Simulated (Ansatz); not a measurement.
# The perfect Au wire along [111], 7 atoms a period

Aim: is the Au wire along [111], 7 atoms a period a metal or a semiconductor?

Calculated with Ansatz 0.2.0; DFT PBE, plane waves, PAW; relaxation of a wire's period; PAW set soft_1, in the first sound run; inputs show where later runs differ.

## 1. The structure

The cell holds 7 atoms: 7 Au. Its edges and angles: a = 9.742 Å, b = 10.197 Å, c = 7.205 Å, α = 90.0°, β = 90.0°, γ = 90.0°. Vacuum lies along a and b. The structure's axis is c.

## 2. Relaxation of atoms and period

Band widths follow the bond lengths, so the wire is relaxed first. The atoms and the third cell vector are free; the box across stays fixed as vacuum. A Fermi-Dirac smearing is set since the result may be a metal. The pressure printed is a third of the stress's trace over the whole box, vacuum included; only the stress along the axis is relaxed.

input.yaml

```yaml
crystal:
  lattice:
    - [9.742, 0.0, 0.0]
    - [0.0, 10.197, 0.0]
    - [0.0, 0.0, 7.2053313595]
  atoms:
    - { symbol: Au, position: [0.499977633, 0.49998165, 0.0] }
    - { symbol: Au, position: [0.349004311, 0.416706526, 0.333333333] }
    - { symbol: Au, position: [0.499977633, 0.666531899, 0.333333333] }
    - { symbol: Au, position: [0.650950956, 0.416706526, 0.333333333] }
    - { symbol: Au, position: [0.349004311, 0.583256775, 0.666666667] }
    - { symbol: Au, position: [0.499977633, 0.333431401, 0.666666667] }
    - { symbol: Au, position: [0.650950956, 0.583256775, 0.666666667] }
kpoints:
  mp_grid: { grid: [1, 1, 12] }
scf:
  occupations: { method: fermi_dirac, width: 0.05 }
hamiltonian:
  xc: pbe
  pseudopotentials: { kind: paw, azcp: { folder: soft_1 } }
relax:
  cell: { fix: [a, b, alpha, beta, gamma] }
  max_steps: 45
  f_tol: 0.03
```

Run with:

```sh
$ ansatz run input.yaml --threads 4 --pin off --max-ram 16384MiB --backend cpu --events-out ev --progress --plain --runs-dir out
```

Numbers of over 12 decimals in the logs are rounded to 6 here.

Log:

```text
Engine: ansatz 0.2.0, x86_64-unknown-linux-gnu
Pseudopotentials: kind: paw
Pseudopotential: Au, paw, valence charge 19, recommended cutoff 420 eV (normal), soft_1/Au.paw.azcp
Functional definition: PBE
  parameter kappa = 0.804
  parameter beta = 0.066725
  exchange = pbe_x(kappa = kappa, mu = beta*pi^2/3)
  correlation = pbe_c(beta = beta)
Crystal: 7 atoms, lattice volume = 715.772 Å³
Basis set: ecut = 420 eV, 14003 PW (Γ), exchange–correlation on 144×144×100 points (8 copies of the dense FFT grid, shifted against one another)
Bands: 80, of which v1, the nominal top of the filled ones, is band 67 counted from 1 (66 counted from 0)
Symmetry: 4 space group operations
Space group: P2/m (ITA 10), of the structure as read, at distance tolerance 8.9e-5 Å
k-points: 7 of 12
Non-local potential: Au, projectors of the file, l = 0: 3, l = 1: 2, l = 2: 2, l = 3: 1
PAW form: soft (Blöchl's): semilocal exchange-correlation on the pseudo side does not see the compensation charge
PAW one-centre angular grid: Au, 590 points (default); XC on 64 Gauss nodes
Initial density: superposition of atomic densities (neutral atoms: chi_scale 0, normalization atom)
Initial wavefunctions: pseudopotential atomic-orbital guess
Functional: x = pbe(κ = 0.804, μ = 0.219515), c = pbe(β = 0.066725)
iter 1 solved again at ethr=2.43e-3 eV; its pass at ethr=3.10e-3 eV (dr2=3.24e0 eV) is discarded
SCF iter   1: F=—  HF=-92051.539950 eV  |F-HF|=—  |Δ(HF+E_count)|=         —  Δρ=1.85e-2  dr2=3.41e0  ethr=2.43e-3  ⟨swp⟩=1.7  Hψ=2959  notcnv=0
preconditioner: auto → LDOS  [metal: Δε(μ)=0.101 eV  Ē_g=5.944 eV  σ=0.050 eV  W_gap=0.46  n_scr=108 (ndim 8)  ℏωp=12.2 eV  f_vac=0.689  D(μ)=6.26/eV (n_scr^D=28)  β→1.0]
SCF iter   2: F=—  HF=-92051.625253 eV  |F-HF|=—  |Δ(HF+E_count)|=   8.53e-2  Δρ=1.81e-2  dr2=3.42e0  ethr=2.43e-3  ⟨swp⟩=3.6  Hψ=1168  notcnv=0
SCF iter   3: F=—  HF=-92050.635335 eV  |F-HF|=—  |Δ(HF+E_count)|=   9.90e-1  Δρ=2.45e-3  dr2=5.67e-2  ethr=2.43e-3  ⟨swp⟩=2.1  Hψ=977  notcnv=0  defer=32
SCF iter   4: F=—  HF=-92050.638447 eV  |F-HF|=—  |Δ(HF+E_count)|=   3.11e-3  Δρ=1.28e-3  dr2=2.27e-2  ethr=4.26e-5  ⟨swp⟩=2.0  Hψ=976  notcnv=0  defer=32
SCF iter   5: F=—  HF=-92050.635944 eV  |F-HF|=—  |Δ(HF+E_count)|=   2.50e-3  Δρ=3.77e-4  dr2=1.28e-3  ethr=1.70e-5  ⟨swp⟩=2.0  Hψ=856  notcnv=0  defer=32
SCF iter   6: F=—  HF=-92050.636532 eV  |F-HF|=—  |Δ(HF+E_count)|=   5.88e-4  Δρ=8.81e-5  dr2=8.34e-5  ethr=9.65e-7  ⟨swp⟩=2.0  Hψ=838  notcnv=0  defer=32
SCF iter   7: F=—  HF=-92050.636465 eV  |F-HF|=—  |Δ(HF+E_count)|=   6.70e-5  Δρ=2.49e-5  dr2=7.10e-6  ethr=6.27e-8  ⟨swp⟩=2.1  Hψ=799  notcnv=0  defer=32
SCF iter   8: F=—  HF=-92050.636470 eV  |F-HF|=—  |Δ(HF+E_count)|=   5.25e-6  Δρ=1.48e-5  dr2=2.94e-6  ethr=5.33e-9  ⟨swp⟩=2.0  Hψ=804  notcnv=0  defer=32
SCF iter   9: F=-92050.636470 eV  HF=-92050.636470 eV  |F-HF|=4.34e-8  |Δ(HF+E_count)|=   5.70e-7  Δρ=3.73e-6  dr2=9.53e-8  ethr=7.52e-11  ⟨swp⟩=3.0  Hψ=2272  notcnv=0
SCF 1 converged in 9 iterations: F = -92050.636470 eV  dr2 = 9.53e-8
  greatest PAW one-centre occupation: 1.000 electrons in one spin orbital (limit 2), on the Au atom at site 0 (counted from 0), in its partial waves of l = 0
relax step   1: F+E_penalty+E_count = -92050.63646960 eV  Δ(F+E_penalty+E_count) = +0.000e0 eV  max|allowed force component| = 1.002e0 eV/Å  Δτ_max = 0.0000 Å  P = -1.689 GPa  Ω = 715.772 Å³  fix = [a, b, alpha, beta, gamma]  reactions: a -1.063, b -1.096 GPa; alpha -0.006 GPa/rad  (9 SCF iters, dr2 threshold 1.00e-7 eV, accepted)
Crystal: 7 atoms, lattice volume = 680.777 Å³
Basis set: ecut = 420 eV, 13353 PW (Γ), exchange–correlation on 144×144×100 points (8 copies of the dense FFT grid, shifted against one another)
Initial density: handed on by an earlier stage of this run
Initial wavefunctions: those handed on with the density
iter 1 solved again at ethr=1.35e-4 eV; its pass at ethr=3.10e-3 eV (dr2=1.80e-1 eV) is discarded
SCF iter   1: F=—  HF=-92051.199025 eV  |F-HF|=—  |Δ(HF+E_count)|=         —  Δρ=4.60e-3  dr2=1.80e-1  ethr=1.35e-4  ⟨swp⟩=3.3  Hψ=2666  notcnv=0
preconditioner: auto → LDOS  [insulator: Δε(μ)=0.118 eV  Ē_g=6.682 eV  σ=0.050 eV  W_gap=0.53  n_scr=108 (ndim 8)  ℏωp=12.5 eV  f_vac=0.699  D(μ)=5.42/eV (n_scr^D=18)  ε∞_Penn≈4.5  β→1.0]
SCF iter   2: F=—  HF=-92051.195591 eV  |F-HF|=—  |Δ(HF+E_count)|=   3.43e-3  Δρ=4.23e-3  dr2=1.65e-1  ethr=1.35e-4  ⟨swp⟩=4.0  Hψ=1185  notcnv=0
SCF iter   3: F=—  HF=-92051.157547 eV  |F-HF|=—  |Δ(HF+E_count)|=   3.80e-2  Δρ=5.09e-4  dr2=3.88e-3  ethr=1.24e-4  ⟨swp⟩=3.0  Hψ=970  notcnv=0  defer=32
SCF iter   4: F=—  HF=-92051.156944 eV  |F-HF|=—  |Δ(HF+E_count)|=   6.03e-4  Δρ=2.81e-4  dr2=8.64e-4  ethr=2.92e-6  ⟨swp⟩=2.0  Hψ=822  notcnv=0  defer=35
SCF iter   5: F=—  HF=-92051.156762 eV  |F-HF|=—  |Δ(HF+E_count)|=   1.83e-4  Δρ=8.17e-5  dr2=1.06e-4  ethr=6.50e-7  ⟨swp⟩=2.0  Hψ=793  notcnv=0  defer=35
SCF iter   6: F=—  HF=-92051.156684 eV  |F-HF|=—  |Δ(HF+E_count)|=   7.79e-5  Δρ=2.89e-5  dr2=8.07e-6  ethr=7.95e-8  ⟨swp⟩=2.0  Hψ=792  notcnv=0  defer=35
SCF iter   7: F=-92051.156683 eV  HF=-92051.156683 eV  |F-HF|=1.36e-7  |Δ(HF+E_count)|=   3.80e-7  Δρ=6.57e-6  dr2=4.62e-7  ethr=5.26e-10  ⟨swp⟩=3.1  Hψ=2122  notcnv=0
SCF 2 converged in 7 iterations: F = -92051.156683 eV  dr2 = 4.62e-7
relax step   2: F+E_penalty+E_count = -92051.15668318 eV  Δ(F+E_penalty+E_count) = -5.202e-1 eV  max|allowed force component| = 1.012e0 eV/Å  Δτ_max = 0.1327 Å  P = +0.748 GPa  Ω = 680.777 Å³  energy of the carried Pulay correction = +2.133e-3 eV  fix = [a, b, alpha, beta, gamma]  reactions: a +1.212, b +1.160 GPa; alpha +0.001 GPa/rad  (7 SCF iters, dr2 threshold 7.00e-7 eV, accepted)
Crystal: 7 atoms, lattice volume = 666.834 Å³
Basis set: ecut = 420 eV, 13037 PW (Γ), exchange–correlation on 144×144×100 points (8 copies of the dense FFT grid, shifted against one another)
iter 1 solved again at ethr=4.27e-5 eV; its pass at ethr=3.10e-3 eV (dr2=5.67e-2 eV) is discarded
SCF iter   1: F=—  HF=-92051.438625 eV  |F-HF|=—  |Δ(HF+E_count)|=         —  Δρ=2.53e-3  dr2=5.55e-2  ethr=4.27e-5  ⟨swp⟩=3.4  Hψ=2658  notcnv=0
preconditioner: auto → LDOS  [metal: Δε(μ)=0.096 eV  Ē_g=6.693 eV  σ=0.050 eV  W_gap=0.44  n_scr=108 (ndim 8)  ℏωp=12.6 eV  f_vac=0.687  D(μ)=5.14/eV (n_scr^D=18)  β→1.0]
SCF iter   2: F=—  HF=-92051.445451 eV  |F-HF|=—  |Δ(HF+E_count)|=   6.83e-3  Δρ=2.15e-3  dr2=7.85e-2  ethr=4.18e-5  ⟨swp⟩=3.0  Hψ=1166  notcnv=0
SCF iter   3: F=—  HF=-92051.427468 eV  |F-HF|=—  |Δ(HF+E_count)|=   1.80e-2  Δρ=4.00e-4  dr2=1.13e-3  ethr=4.18e-5  ⟨swp⟩=2.0  Hψ=924  notcnv=0
SCF iter   4: F=—  HF=-92051.427509 eV  |F-HF|=—  |Δ(HF+E_count)|=   4.15e-5  Δρ=1.27e-4  dr2=1.37e-4  ethr=8.48e-7  ⟨swp⟩=2.0  Hψ=918  notcnv=0  defer=3
SCF iter   5: F=—  HF=-92051.427426 eV  |F-HF|=—  |Δ(HF+E_count)|=   8.34e-5  Δρ=3.51e-5  dr2=8.86e-6  ethr=1.03e-7  ⟨swp⟩=2.0  Hψ=825  notcnv=0  defer=3
SCF iter   6: F=—  HF=-92051.427433 eV  |F-HF|=—  |Δ(HF+E_count)|=   7.46e-6  Δρ=1.07e-5  dr2=1.28e-6  ethr=6.66e-9  ⟨swp⟩=2.0  Hψ=828  notcnv=0  defer=3
SCF iter   7: F=-92051.427433 eV  HF=-92051.427433 eV  |F-HF|=8.91e-8  |Δ(HF+E_count)|=   3.01e-8  Δρ=4.05e-6  dr2=1.62e-7  ethr=5.26e-10  ⟨swp⟩=4.1  Hψ=1794  notcnv=0
SCF 3 converged in 7 iterations: F = -92051.427433 eV  dr2 = 1.62e-7
relax step   3: F+E_penalty+E_count = -92051.42743312 eV  Δ(F+E_penalty+E_count) = -2.707e-1 eV  max|allowed force component| = 1.056e-1 eV/Å  Δτ_max = 0.0832 Å  P = -0.241 GPa  Ω = 666.834 Å³  energy of the carried Pulay correction = +3.034e-3 eV  fix = [a, b, alpha, beta, gamma]  reactions: a +0.080, b +0.032 GPa; alpha -0.004 GPa/rad  (7 SCF iters, dr2 threshold 7.00e-7 eV, accepted)
Crystal: 7 atoms, lattice volume = 637.513 Å³
Basis set: ecut = 420 eV, 12467 PW (Γ), exchange–correlation on 144×144×100 points (8 copies of the dense FFT grid, shifted against one another)
iter 1 solved again at ethr=2.63e-5 eV; its pass at ethr=3.10e-3 eV (dr2=3.50e-2 eV) is discarded
SCF iter   1: F=—  HF=-92051.525166 eV  |F-HF|=—  |Δ(HF+E_count)|=         —  Δρ=2.30e-3  dr2=3.38e-2  ethr=2.63e-5  ⟨swp⟩=3.6  Hψ=2870  notcnv=0
preconditioner: auto → LDOS  [metal: Δε(μ)=0.037 eV  Ē_g=6.693 eV  σ=0.050 eV  W_gap=0.18  n_scr=100 (ndim 8)  ℏωp=12.9 eV  f_vac=0.679  D(μ)=5.53/eV (n_scr^D=20)  β→1.0]
SCF iter   2: F=—  HF=-92051.525992 eV  |F-HF|=—  |Δ(HF+E_count)|=   8.26e-4  Δρ=1.37e-3  dr2=3.11e-2  ethr=2.54e-5  ⟨swp⟩=2.6  Hψ=1039  notcnv=0
SCF iter   3: F=—  HF=-92051.518956 eV  |F-HF|=—  |Δ(HF+E_count)|=   7.04e-3  Δρ=4.63e-4  dr2=3.03e-3  ethr=2.34e-5  ⟨swp⟩=2.0  Hψ=924  notcnv=0
SCF iter   4: F=—  HF=-92051.518323 eV  |F-HF|=—  |Δ(HF+E_count)|=   6.33e-4  Δρ=1.27e-4  dr2=2.07e-4  ethr=2.28e-6  ⟨swp⟩=2.0  Hψ=915  notcnv=0  defer=5
SCF iter   5: F=—  HF=-92051.518248 eV  |F-HF|=—  |Δ(HF+E_count)|=   7.51e-5  Δρ=3.14e-5  dr2=9.03e-6  ethr=1.56e-7  ⟨swp⟩=2.0  Hψ=845  notcnv=0  defer=5
SCF iter   6: F=—  HF=-92051.518250 eV  |F-HF|=—  |Δ(HF+E_count)|=   2.11e-6  Δρ=9.89e-6  dr2=9.19e-7  ethr=6.79e-9  ⟨swp⟩=2.0  Hψ=824  notcnv=0  defer=5
SCF iter   7: F=-92051.518250 eV  HF=-92051.518250 eV  |F-HF|=9.15e-9  |Δ(HF+E_count)|=   1.12e-7  Δρ=2.76e-6  dr2=6.22e-8  ethr=5.26e-10  ⟨swp⟩=4.0  Hψ=1793  notcnv=0
SCF 4 converged in 7 iterations: F = -92051.518250 eV  dr2 = 6.22e-8
relax step   4: F+E_penalty+E_count = -92051.51825035 eV  Δ(F+E_penalty+E_count) = -9.082e-2 eV  max|allowed force component| = 6.069e-2 eV/Å  Δτ_max = 0.0503 Å  P = +0.012 GPa  Ω = 637.513 Å³  energy of the carried Pulay correction = +5.036e-3 eV  fix = [a, b, alpha, beta, gamma]  reactions: a +0.118, b +0.062 GPa; alpha -0.006 GPa/rad  (7 SCF iters, dr2 threshold 7.00e-7 eV, accepted)
Crystal: 7 atoms, lattice volume = 627.131 Å³
Basis set: ecut = 420 eV, 12307 PW (Γ), exchange–correlation on 144×144×100 points (8 copies of the dense FFT grid, shifted against one another)
iter 1 solved again at ethr=4.58e-6 eV; its pass at ethr=3.10e-3 eV (dr2=6.09e-3 eV) is discarded
SCF iter   1: F=—  HF=-92051.527080 eV  |F-HF|=—  |Δ(HF+E_count)|=         —  Δρ=1.08e-3  dr2=6.16e-3  ethr=4.58e-6  ⟨swp⟩=2.7  Hψ=2627  notcnv=0
preconditioner: auto → LDOS  [metal: Δε(μ)=0.058 eV  Ē_g=6.749 eV  σ=0.050 eV  W_gap=0.27  n_scr=100 (ndim 8)  ℏωp=13.0 eV  f_vac=0.674  D(μ)=5.25/eV (n_scr^D=18)  β→1.0]
SCF iter   2: F=—  HF=-92051.527996 eV  |F-HF|=—  |Δ(HF+E_count)|=   9.16e-4  Δρ=7.12e-4  dr2=9.27e-3  ethr=4.58e-6  ⟨swp⟩=2.0  Hψ=1048  notcnv=0
SCF iter   3: F=—  HF=-92051.525837 eV  |F-HF|=—  |Δ(HF+E_count)|=   2.16e-3  Δρ=1.76e-4  dr2=3.51e-4  ethr=4.58e-6  ⟨swp⟩=2.0  Hψ=921  notcnv=0
SCF iter   4: F=—  HF=-92051.525769 eV  |F-HF|=—  |Δ(HF+E_count)|=   6.86e-5  Δρ=4.43e-5  dr2=2.04e-5  ethr=2.64e-7  ⟨swp⟩=2.0  Hψ=830  notcnv=0
SCF iter   5: F=—  HF=-92051.525742 eV  |F-HF|=—  |Δ(HF+E_count)|=   2.73e-5  Δρ=2.16e-5  dr2=3.57e-6  ethr=1.54e-8  ⟨swp⟩=2.0  Hψ=830  notcnv=0
SCF iter   6: F=-92051.525741 eV  HF=-92051.525742 eV  |F-HF|=6.50e-8  |Δ(HF+E_count)|=   3.12e-8  Δρ=5.28e-6  dr2=2.01e-7  ethr=1.73e-10  ⟨swp⟩=3.3  Hψ=2357  notcnv=0
SCF 5 converged in 6 iterations: F = -92051.525741 eV  dr2 = 2.01e-7
relax step   5: F+E_penalty+E_count = -92051.52574144 eV  Δ(F+E_penalty+E_count) = -7.491e-3 eV  max|allowed force component| = 1.809e-2 eV/Å  Δτ_max = 0.0298 Å  P = +0.022 GPa  Ω = 627.131 Å³  energy of the carried Pulay correction = +5.783e-3 eV  fix = [a, b, alpha, beta, gamma]  reactions: a +0.092, b +0.033 GPa; alpha -0.005 GPa/rad  (6 SCF iters, dr2 threshold 2.30e-7 eV, accepted)
Crystal: 7 atoms, lattice volume = 625.413 Å³
Basis set: ecut = 420 eV, 12267 PW (Γ), exchange–correlation on 144×144×100 points (8 copies of the dense FFT grid, shifted against one another)
iter 1 solved again at ethr=2.43e-7 eV; its pass at ethr=3.10e-3 eV (dr2=3.23e-4 eV) is discarded
SCF iter   1: F=—  HF=-92051.526138 eV  |F-HF|=—  |Δ(HF+E_count)|=         —  Δρ=1.19e-4  dr2=9.62e-5  ethr=2.43e-7  ⟨swp⟩=3.0  Hψ=2388  notcnv=0
preconditioner: auto → LDOS  [metal: Δε(μ)=0.068 eV  Ē_g=6.754 eV  σ=0.050 eV  W_gap=0.31  n_scr=100 (ndim 8)  ℏωp=13.0 eV  f_vac=0.673  D(μ)=5.12/eV (n_scr^D=18)  β→1.0]
SCF iter   2: F=—  HF=-92051.526162 eV  |F-HF|=—  |Δ(HF+E_count)|=   2.35e-5  Δρ=7.58e-5  dr2=9.70e-5  ethr=7.23e-8  ⟨swp⟩=2.1  Hψ=914  notcnv=0
SCF iter   3: F=—  HF=-92051.526138 eV  |F-HF|=—  |Δ(HF+E_count)|=   2.34e-5  Δρ=3.19e-5  dr2=1.59e-5  ethr=7.23e-8  ⟨swp⟩=2.0  Hψ=832  notcnv=0
SCF iter   4: F=—  HF=-92051.526135 eV  |F-HF|=—  |Δ(HF+E_count)|=   3.30e-6  Δρ=8.25e-6  dr2=7.85e-7  ethr=1.20e-8  ⟨swp⟩=2.0  Hψ=829  notcnv=0
SCF iter   5: F=—  HF=-92051.526093 eV  |F-HF|=—  |Δ(HF+E_count)|=   4.15e-5  Δρ=2.57e-6  dr2=7.16e-8  ethr=5.91e-10  ⟨swp⟩=2.0  Hψ=830  notcnv=0
SCF iter   6: F=-92051.526093 eV  HF=-92051.526093 eV  |F-HF|=1.14e-9  |Δ(HF+E_count)|=   1.42e-8  Δρ=6.96e-7  dr2=2.91e-9  ethr=6.45e-12  ⟨swp⟩=3.3  Hψ=2194  notcnv=0
SCF 6 converged in 6 iterations: F = -92051.526093 eV  dr2 = 2.91e-9
relax step   6: F+E_penalty+E_count = -92051.52609325 eV  Δ(F+E_penalty+E_count) = -3.518e-4 eV  max|allowed force component| = 2.464e-3 eV/Å  Δτ_max = 0.0024 Å  P = +0.057 GPa  Ω = 625.413 Å³  energy of the carried Pulay correction = +5.908e-3 eV  fix = [a, b, alpha, beta, gamma]  reactions: a +0.114, b +0.056 GPa; alpha -0.005 GPa/rad  (6 SCF iters, dr2 threshold 8.58e-9 eV, accepted)
Basis set: ecut = 420 eV, 12267 PW (Γ), exchange–correlation on 144×144×90 points (8 copies of the dense FFT grid, shifted against one another)
Initial wavefunctions: pseudopotential atomic-orbital guess (no wavefunctions were taken with the density)
iter 1 solved again at ethr=2.52e-6 eV; its pass at ethr=3.10e-3 eV (dr2=3.36e-3 eV) is discarded
SCF iter   1: F=—  HF=-92051.521251 eV  |F-HF|=—  |Δ(HF+E_count)|=         —  Δρ=1.39e-4  dr2=1.74e-5  ethr=2.52e-6  ⟨swp⟩=3.3  Hψ=3888  notcnv=0
eigensolver tolerance schedule: the retry pair's looser diagonalisation over-reported the residual by 191.85 of it (diagonalisation noise at 0.19 of the residual, at the tolerance the schedule requests for it); recorded, not acted on — ethr = c·dr2/N_el stays at c = 1.0e-1
preconditioner: auto → LDOS  [metal: Δε(μ)=0.067 eV  Ē_g=6.755 eV  σ=0.050 eV  W_gap=0.31  n_scr=100 (ndim 8)  ℏωp=13.0 eV  f_vac=0.673  D(μ)=5.12/eV (n_scr^D=18)  β→1.0]
SCF iter   2: F=—  HF=-92051.521303 eV  |F-HF|=—  |Δ(HF+E_count)|=   5.27e-5  Δρ=2.85e-5  dr2=3.19e-6  ethr=1.31e-8  ⟨swp⟩=2.1  Hψ=1027  notcnv=0
SCF iter   3: F=—  HF=-92051.521495 eV  |F-HF|=—  |Δ(HF+E_count)|=   1.91e-4  Δρ=1.33e-5  dr2=1.04e-6  ethr=2.40e-9  ⟨swp⟩=2.0  Hψ=1026  notcnv=0
SCF iter   4: F=—  HF=-92051.521494 eV  |F-HF|=—  |Δ(HF+E_count)|=   2.70e-7  Δρ=2.90e-6  dr2=5.08e-8  ethr=7.82e-10  ⟨swp⟩=2.0  Hψ=825  notcnv=0
SCF iter   5: F=—  HF=-92051.521494 eV  |F-HF|=—  |Δ(HF+E_count)|=   8.92e-9  Δρ=8.51e-7  dr2=1.04e-8  ethr=3.82e-11  ⟨swp⟩=3.0  Hψ=1210  notcnv=0
SCF iter   6: F=—  HF=-92051.521494 eV  |F-HF|=—  |Δ(HF+E_count)|=   2.31e-9  Δρ=2.05e-7  dr2=4.63e-10  ethr=7.80e-12  ⟨swp⟩=2.0  Hψ=829  notcnv=0
SCF iter   7: F=-92051.521494 eV  HF=-92051.521494 eV  |F-HF|=4.37e-11  |Δ(HF+E_count)|=  5.82e-11  Δρ=8.25e-8  dr2=4.29e-11  ethr=1.00e-12  ⟨swp⟩=5.0  Hψ=2045  notcnv=0
SCF 7 converged in 7 iterations: F = -92051.521494 eV  dr2 = 4.29e-11
relax step   7: F+E_penalty+E_count = -92051.52149444 eV  Δ(F+E_penalty+E_count) = +4.599e-3 eV  max|allowed force component| = 2.912e-3 eV/Å  Δτ_max = 0.0000 Å  P = +0.054 GPa  Ω = 625.413 Å³  fix = [a, b, alpha, beta, gamma]  reactions: a +0.112, b +0.054 GPa; alpha -0.005 GPa/rad  stress off target by 4.96e-3 GPa on what of the cell is left free  SCF on the basis re-selected at this cell (its energy is not comparable with the rows above)  (7 SCF iters)
basis re-selected at this cell: Δ(F+E_penalty+E_count) = +4.599e-3 eV, ΔP = -0.003 GPa vs the last step (what re-selecting the basis moved, of the pressure what is left beyond the Pulay correction that the steps carried, after the strain that the cell walked since its last selection, with what the two solves' SCF thresholds leave and, on support functions, any second-order correction that the steps lacked; it is no measure of the basis error at this ecutwfc). The dense FFT grid was sized anew with the basis: this SCF ran on 72×72×45 points, the steps before it on 72×72×50, so part of this shift can come from that change (see relax.cell in the input reference). [rest of the remark cut]
SCF converged after 7 iterations
Free energy (F): -92051.521494 eV
Harris-Foulkes:  -92051.521494 eV  (|F-HF|=4.37e-11)
Internal energy: -92051.482534 eV  (E = F + TS)
E sigma→0 (E₀):  -92051.502014 eV
Entropy (-TS):   -0.038960 eV (-5.566 meV/atom)
Fermi energy:    -0.515015 eV
--- Per-component energies (eV) ---
  E_band       = -4070.143447
  E_kinetic    = 4050.148492
  E_local      = -52867.274575  (includes V_loc(G=0)·N_el)
  E_nonlocal   = 690.492434
  E_hartree    = 24329.024080
  E_xc         = -1496.784495
  E_vxc        = -1814.881458  (∫ρ·V_xc dr)
  E_paw        = -68128.282702  (= ΣΔE_a)
  E_vpaw       = -2786.688264  (= ΣTr[D̂ρ^β])
  E_aug_tail   = 0.011219  (compensation charges beyond the density's cutoff)
  E_ewald      = 1371.183013
  E_smearing   = -0.038960  (= −TS)
  E_closure    = 0.000000  (closes the sum)
  Σ components = -92051.521494   (vs F -92051.521494, Δ=0.00e0)
--- Forces (eV/Å), atoms counted from 1 ---
  atom   1  Au     0.00000000     0.00000000     0.00000000
  atom   2  Au    -0.00114680    -0.00004218    -0.00286460
  atom   3  Au     0.00000000     0.00123274    -0.00291250
  atom   4  Au     0.00114680    -0.00004218    -0.00286460
  atom   5  Au    -0.00114680     0.00004218     0.00286460
  atom   6  Au     0.00000000    -0.00123274     0.00291250
  atom   7  Au     0.00114680     0.00004218     0.00286460
  max |Σ_I F_I| component: 1.73e-18 eV/Å
--- Stress (GPa, compression-positive) ---
        0.112275       0.000000       0.000000
        0.000000       0.054330       0.005253
        0.000000       0.005253      -0.004965
  P = ⅓ Tr σ = 0.0539 GPa (0.539 kbar)
--- Relaxed structure (6 steps of the walk, 6 accepted, 1 SCFs on fresh bases) ---
  F+E_penalty+E_count = -92051.52149444 eV   max|allowed force component| = 2.912e-3 eV/Å   (the final SCF, on the basis selected at the relaxed cell)
  cell:  # Å, volume = 625.4125 Å³
    - [9.742, 0.0, 0.0]
    - [0.0, 10.197, 0]
    - [0.0, 0, 6.295729]
  atoms:
    - { symbol: Au, position: [0.499978, 0.499982, 1.2467697848928625e-19] }
    - { symbol: Au, position: [0.347398, 0.415148, 0.332460] }
    - { symbol: Au, position: [0.499978, 0.668970, 0.331483] }
    - { symbol: Au, position: [0.652557, 0.415148, 0.332460] }
    - { symbol: Au, position: [0.347398, 0.584815, 0.667540] }
    - { symbol: Au, position: [0.499978, 0.330994, 0.668517] }
    - { symbol: Au, position: [0.652557, 0.584815, 0.667540] }
```

Wall time 28 s (4 threads of Intel Xeon Platinum 8488C (Sapphire Rapids), shared host); peak memory 1.5 GiB; 1.7 min of CPU time.

(Continued in part 2 of 2.)

[Logs are printed without paths, hosts, clocks, repeated set-up lines and the standing remarks that a program may print on its own settings, such as how far it seeks lower states.]

[Hosts, paths, dates, database ids (printed as entryN), source tags and the programs' standing remarks are cut or masked in the printed files.]
